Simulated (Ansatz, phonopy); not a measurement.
# CeO2 (Fm-3m): a volume series of phonon spectra, part 4 of 4

Wanted: mode Grüneisen parameters of CeO2 and a free-energy fit over volumes.

Ansatz 0.2.0; DFT PBE, scalar-relativistic, plane waves, PAW.

So far. Step 13 (Phonons, V/V0 0.97): No mode is imaginary beyond numerical noise at the solved wavevectors. The highest zone-centre mode (no LO–TO term) moved by +4.7 % for a volume change of -3.0 %. Step 14 (A cell at another volume, V/V0 1.05): The run ends at a pressure of -7.60 GPa.

## 15. Phonons, V/V0 1.05

The same q-mesh and k-mesh are kept at every volume, so that much of their error can cancel in the differences.

input.yaml

```yaml
crystal:
  lattice:
    - [0.0, 2.7769216377, 2.7769216377]
    - [2.7769216377, 0.0, 2.7769216377]
    - [2.7769216377, 2.7769216377, 0.0]
  atoms:
    - { symbol: Ce, position: [0.0, 0.0, 0.0] }
    - { symbol: O, position: [0.25, 0.25, 0.25] }
    - { symbol: O, position: [0.75, 0.75, 0.75] }
kpoints:
  mp_grid: { grid: [12, 12, 12] }
hamiltonian:
  xc: pbe
scf:
  occupations: { method: fixed }
output:
  eigenvalues: true
phonons:
  method: dfpt
  dielectric: true
  rigid_motions: translations
  qmesh: [4, 4, 4]
  temperatures: { t_max: 1000, t_step: 50 }
  qpath:
    path:
      - [[0.0, 0.0, 0.0], [0.5, 0.0, 0.5], [0.625, 0.25, 0.625]]
      - [[0.375, 0.375, 0.75], [0.0, 0.0, 0.0], [0.5, 0.5, 0.5], [0.5, 0.25, 0.75], [0.5, 0.0, 0.5]]
    npoints: 10
```

Started as:

```
$ ansatz run input.yaml --threads 4 --pin off --max-ram 8192MiB --backend cpu --events-out ev --progress --plain --runs-dir out
```

Numbers of over 12 decimals in the logs are rounded to 6 here.

Output:

```text
[...]
Crystal: 3 atoms, lattice volume = 42.827 Å³
Basis set: ecut = 420 eV, 869 PW (Γ), exchange–correlation on 54×54×54 points (8 copies of the dense FFT grid, shifted against one another)
Bands: 16, of which v1, the nominal top of the filled ones, is band 12 counted from 1 (11 counted from 0)
Symmetry: 48 space group operations
[...]
ω (cm⁻¹)  modes    IR ((D/Å)²/amu)
[...]
473.29      1            29.0616
  optical modes at Γ + LO–TO along q̂ = [0.0000, 0.0000, 1.0000]:
      ω (cm⁻¹)  modes    IR ((D/Å)²/amu)
        214.69      2            58.1232
        386.92      3             0.0000
        473.29      1            29.0616
--- Phonons (arbitrary-q DFPT): 8 irreducible q on the 4×4×4 mesh ---
[...]
interpolated dispersion: 63 rows × 9 modes
[...]
[key lines of the parts left out:]
SCF converged after 9 iterations
Free energy (F): -7715.775495 eV
Fermi energy:    9.967587 eV
```

Run time: 6.6 min. Hardware: 4 threads of Arm Neoverse V2, shared host; peak memory 3.2 GiB.

LO-TO term included. Phonon branches along the path, in cm⁻¹:

| point | branch 1 | branch 2 | branch 3 | branch 4 | branch 5 | branch 6 | branch 7 | branch 8 | branch 9 |
| --- | --- | --- | --- | --- | --- | --- | --- | --- | --- |
| Γ | 0 | 0 | 0 | 215 | 215 | 387 | 387 | 387 | 473 |
| halfway | 64 | 64 | 171 | 191 | 191 | 284 | 393 | 393 | 497 |
| X | 93 | 100 | 100 | 165 | 165 | 230 | 396 | 396 | 524 |
| halfway | 100 | 100 | 111 | 166 | 180 | 232 | 390 | 399 | 520 |
| U | 99 | 115 | 134 | 159 | 216 | 244 | 374 | 403 | 510 |
| jump to K | 99 | 115 | 134 | 159 | 216 | 244 | 374 | 403 | 510 |
| halfway | 81 | 91 | 142 | 188 | 275 | 335 | 336 | 402 | 473 |
| Γ | 0 | 0 | 0 | 215 | 215 | 387 | 387 | 387 | 473 |
| halfway | 77 | 77 | 121 | 237 | 237 | 366 | 366 | 370 | 467 |
| L | 96 | 96 | 163 | 290 | 290 | 323 | 323 | 365 | 456 |
| halfway | 97 | 131 | 152 | 198 | 225 | 316 | 324 | 405 | 488 |
| W | 101 | 126 | 139 | 161 | 161 | 317 | 317 | 423 | 507 |
| halfway | 100 | 106 | 121 | 156 | 185 | 245 | 376 | 409 | 517 |
| X | 93 | 100 | 100 | 165 | 165 | 230 | 396 | 396 | 524 |

The phonon branches as a text plot (rows in cm⁻¹):

```
    513 |       ***********                              ********
    492 |   ****           ****                       ***
    470 |***                   *****************   ***
    448 |                                       ***
    426 |                                               *****
    404 |       ******************                   ***     ****
    382 |*******       ****       **********       **         **
    361 |  *               *     ***        *******         **
    339 |   *               *   *             ***   *      *
    317 |    **              ***                 **********
    295 |      *             ***                 **        *
    273 |                   *   *              ** ***       *
    251 |       *        ***     *           **     **       *
    229 |         *******         ***     ***        **       ***
    208 |******  *       **      *********            **
    186 |      ***     **       *                      **   ***
    164 |      * ********** ****               *******  ****  ***
    142 |    **   **      ***   *            **       ********
    120 |   *       *  ********  *          *       ***  ******
     98 |         *************** **       *  *******************
     76 |  *    **              *****     ****
     55 |    ***                 ****    **
     33 | ***                       **  **
     11 |**                          ****
         Γ           X  U|K            Γ         L        W     X
```

No mode is imaginary beyond numerical noise at the solved wavevectors. The highest zone-centre mode (no LO–TO term) moved by -7.4 % for a volume change of +5.0 %.

## 16. Mode Grüneisen parameters

This step: DFT PBE, scalar-relativistic, plane waves, PAW (phonopy 4.10.0).

Numbers from this step:

```yaml
share_of_modes_with_a_negative_grueneisen_parameter: 0
```

Mean Grüneisen, by row:

| T (K) | heat-capacity-weighted mean | root mean square |
| --- | --- | --- |
| 50 | 2.677 | 2.777 |
| 100 | 2.7 | 2.816 |
| 200 | 2.475 | 2.621 |
| 300 | 2.385 | 2.54 |
| 500 | 2.329 | 2.488 |
| 800 | 2.308 | 2.468 |

The mean mode Grueneisen parameter by wavenumber:

| wavenumber (cm⁻¹) | mean mode Grueneisen parameter |
| --- | --- |
| 9 | - |
| 28 | 2.28 |
| 46 | 2.17 |
| 65 | 2.12 |
| 84 | 2.21 |
| 102 | 2.31 |
| 121 | 2.83 |
| 139 | 2.66 |
| 158 | 3.34 |
| 176 | 3.23 |
| 195 | 3.37 |
| 213 | 3.45 |
| 232 | 3.22 |
| 250 | 2.72 |
| 269 | 2.53 |
| 288 | 2.32 |
| 306 | 2.1 |
| 325 | 1.92 |
| 343 | 1.79 |
| 362 | 1.72 |
| 380 | 1.61 |
| 399 | 1.52 |
| 418 | 1.43 |
| 436 | 1.33 |
| 455 | 1.3 |
| 473 | - |
| 492 | 1.38 |
| 510 | 1.37 |
| 529 | 1.3 |
| 547 | 1.25 |

Volume series, by row:

| V/V0 | V (Å³/atom) | pressure (GPa) | E - E0 (meV/atom) | gap (eV) | zero-point energy (meV/atom) | lowest on the path (cm⁻¹) | highest at Gamma without the LO-TO term (cm⁻¹) |
| --- | --- | --- | --- | --- | --- | --- | --- |
| 0.97 | 13.19 | 5.672 | 7.003 | 1.989 | 55.91 | 0 | 437.4 |
| 0.985 | 13.39 | 2.72 | 1.708 | 1.944 | 54.3 | 0 | 427.4 |
| 1 | 13.6 | 0 | 0 | 1.899 | 52.71 | 0 | 417.7 |
| 1.015 | 13.8 | -2.503 | 1.608 | 1.855 | 51.13 | 0 | 408.2 |
| 1.03 | 14 | -4.81 | 6.279 | 1.813 | 49.57 | 0 | 398.9 |
| 1.05 | 14.28 | -7.605 | 16.87 | 1.757 | 47.49 | 0 | 386.9 |

Table of optical frequency at Gamma without the LO-TO term by V/V0:

| V/V0 | mode 4 (cm⁻¹) | mode 7 (cm⁻¹) |
| --- | --- | --- |
| 0.9700 | 278 | 437 |
| 0.9850 | 266 | 427 |
| 1.0000 | 254 | 418 |
| 1.0150 | 242 | 408 |
| 1.0300 | 230 | 399 |
| 1.0500 | 215 | 387 |

Grüneisen at points, by row:

| point | branch | frequency (cm⁻¹) | mode Grüneisen parameter |
| --- | --- | --- | --- |
| Γ | 4 | 254 | 3.14 |
| Γ | 6 | 417.7 | 1.54 |
| Γ | 9 | 509.4 | 1.47 |
| X | 1 | 122.7 | 3.31 |
| X | 3 | 147.6 | 6.65 |
| X | 4 | 205.9 | 3.96 |
| X | 6 | 247.1 | 1.44 |
| X | 7 | 424.4 | 1.42 |
| X | 9 | 556.7 | 1.21 |
| U | 1 | 119 | 3.04 |
| U | 2 | 157 | 2.82 |
| U | 3 | 163.6 | 5.48 |
| U | 4 | 195.7 | 3.52 |
| U | 5 | 252.1 | 2.9 |
| U | 6 | 264.2 | 1.73 |
| U | 7 | 402.5 | 1.52 |
| U | 8 | 430.2 | 1.32 |
| U | 9 | 542.5 | 1.25 |
| K | 1 | 119 | 3.04 |
| K | 2 | 157 | 2.82 |
| K | 3 | 163.6 | 5.48 |
| K | 4 | 195.7 | 3.52 |
| K | 5 | 252.1 | 2.9 |
| K | 6 | 264.2 | 1.73 |
| K | 7 | 402.5 | 1.52 |
| K | 8 | 430.2 | 1.32 |
| K | 9 | 542.5 | 1.25 |
| L | 1 | 109.4 | 2.13 |
| L | 3 | 194.3 | 3.16 |
| L | 4 | 321.7 | 2.12 |
| L | 6 | 353.6 | 1.81 |
| L | 8 | 387.2 | 1.24 |
| L | 9 | 488.1 | 1.39 |
| W | 1 | 123.3 | 3.39 |
| W | 2 | 173.6 | 5.25 |
| W | 3 | 182.5 | 4.65 |
| W | 4 | 184.4 | 2.42 |
| W | 6 | 344.1 | 1.68 |
| W | 8 | 450.3 | 1.29 |
| W | 9 | 540 | 1.27 |

## 17. Quasi-harmonic fit by phonopy

This step gave:

```
volume expansion coefficient at 300 K : 41.69 1e-6/K
isothermal bulk modulus at 300 K      : 155.8 GPa
C_P at 300 K                          : 21.85 J/mol-atom/K
Grüneisen parameter at 300 K          : 2.549
```

Table of energy (each curve on its own zero) by volume; values in meV/atom:

| volume (Å³/atom) | static | F at 0 K | F at 300 K | F at 1300 K |
| --- | --- | --- | --- | --- |
| 13.188 | 7 | 11.1 | 14.8 | 36.9 |
| 13.392 | 1.71 | 4.16 | 6.59 | 20.6 |
| 13.596 | 0 | 0.86 | 1.9 | 7.5 |
| 13.800 | 1.61 | 0.89 | 0.42 | -2.8 |
| 14.004 | 6.28 | 3.99 | 1.86 | -10.7 |
| 14.276 | 16.9 | 12.5 | 7.91 | -18.0 |

Phonopy-qha, vinet fit of F(V) at each temperature; no electronic free energy. Qha vinet, by row:

| T (K) | fitted volume (Å³/atom) | alpha_V (1e-6/K) | B_T (GPa) | C_P (J/mol-atom/K) | Grueneisen |
| --- | --- | --- | --- | --- | --- |
| 100 | 13.71 | 19.9 | 166.9 | 9.787 | 2.801 |
| 150 | 13.72 | 28.77 | 164.4 | 14.75 | 2.678 |
| 200 | 13.75 | 34.55 | 161.7 | 18.11 | 2.6 |
| 250 | 13.77 | 38.59 | 158.8 | 20.33 | 2.562 |
| 300 | 13.8 | 41.69 | 155.8 | 21.85 | 2.549 |
| 350 | 13.83 | 44.29 | 152.6 | 22.95 | 2.55 |
| 400 | 13.86 | 46.66 | 149.2 | 23.79 | 2.56 |
| 450 | 13.89 | 48.92 | 145.8 | 24.46 | 2.578 |
| 500 | 13.93 | 51.2 | 142.2 | 25.05 | 2.6 |
| 550 | 13.96 | 53.55 | 138.4 | 25.57 | 2.627 |
| 600 | 14 | 56.04 | 134.6 | 26.07 | 2.657 |
| 650 | 14.04 | 58.71 | 130.5 | 26.56 | 2.692 |
| 700 | 14.08 | 61.63 | 126.4 | 27.05 | 2.729 |
| 750 | 14.13 | 64.84 | 122 | 27.58 | 2.771 |

Volume expansion coefficient, phonopy-qha, Vinet against temperature:

| temperature (K) | volume expansion coefficient, phonopy-qha, Vinet (1e-6/K) |
| --- | --- |
| 75 | 13.8 |
| 100 | 19.9 |
| 150 | 28.8 |
| 175 | 31.9 |
| 200 | 34.5 |
| 225 | 36.7 |
| 275 | 40.2 |
| 300 | 41.7 |
| 325 | 43.0 |
| 375 | 45.5 |
| 400 | 46.7 |
| 425 | 47.8 |
| 450 | 48.9 |
| 500 | 51.2 |
| 525 | 52.4 |
| 550 | 53.5 |
| 600 | 56.0 |
| 625 | 57.4 |
| 650 | 58.7 |
| 675 | 60.1 |
| 725 | 63.2 |
| 750 | 64.8 |

The fit gives a volume expansion of 41.7 × 10⁻⁶/K at 300 K.

## 18. Outcome

| Item | Value |
| --- | --- |
| volume expansion coefficient at 300 K | 41.69 1e-6/K |
| isothermal bulk modulus at 300 K | 155.8 GPa |
| C_P at 300 K | 21.85 J/mol-atom/K |
| Grüneisen parameter at 300 K | 2.549 |
| mean mode Grüneisen parameter at 300 K | 2.38 |

**Reading.** Near room temperature CeO2 expands by 41.7 × 10⁻⁶/K in volume by PBE, with C_P = 21.9 J/(mol K) per mole of atoms and B_T = 156 GPa. The table stops at 750 K because beyond it the fitted volume comes within 1 % of the largest computed cell, where the fit loses its support. C_P at room temperature is 88 % of the classical 3R an atom, so the stiffest modes are still partly frozen out. The heat-capacity-weighted Grüneisen parameter goes from 2.68 at 50 K to 2.31 at 800 K. Weighting γ by the density of states and each mode's heat capacity at 300 K, modes below 190 cm⁻¹ give about 43 % of the sum of γC that drives the expansion, those up to 370 cm⁻¹ 42 % and the rest 15 %. Among the labelled points γ is largest for branch 3 at X (148 cm⁻¹, 6.7) and smallest for branch 9 at X (557 cm⁻¹, 1.2). The interpolation has no quadrupole term, so branches near the zone centre are less sure, since this crystal has sites that are not centres of inversion.

Computed beside measured:

| quantity | measured | PBE |
| --- | --- | --- |
| lattice constant a (Å) | 5.41168 | 5.464 (+1.0 %) |

Measured values from pmc:5294393 (2017).

**Verdict.** The lattice constant a is off by +1.0 %: fair agreement. The grades are ours: good and fair within 0.7 and 1.5 % for the lattice constant a. Zero-point motion and thermal expansion are not in the computed lattice constants. As a rule both would widen the computed cell, so the excess over experiment is if anything larger than shown.

[Logs are printed without paths, hosts, clocks, repeated set-up lines and the standing remarks that a program may print on its own settings, such as how far it seeks lower states.]

[Hosts, paths, dates, database ids (printed as entryN), source tags and the programs' standing remarks are cut or masked in the printed files.]

[A step with changed settings may run another functional than the one named; its input shows which.]

[Of the runs on displaced cells, only some may be shown.]
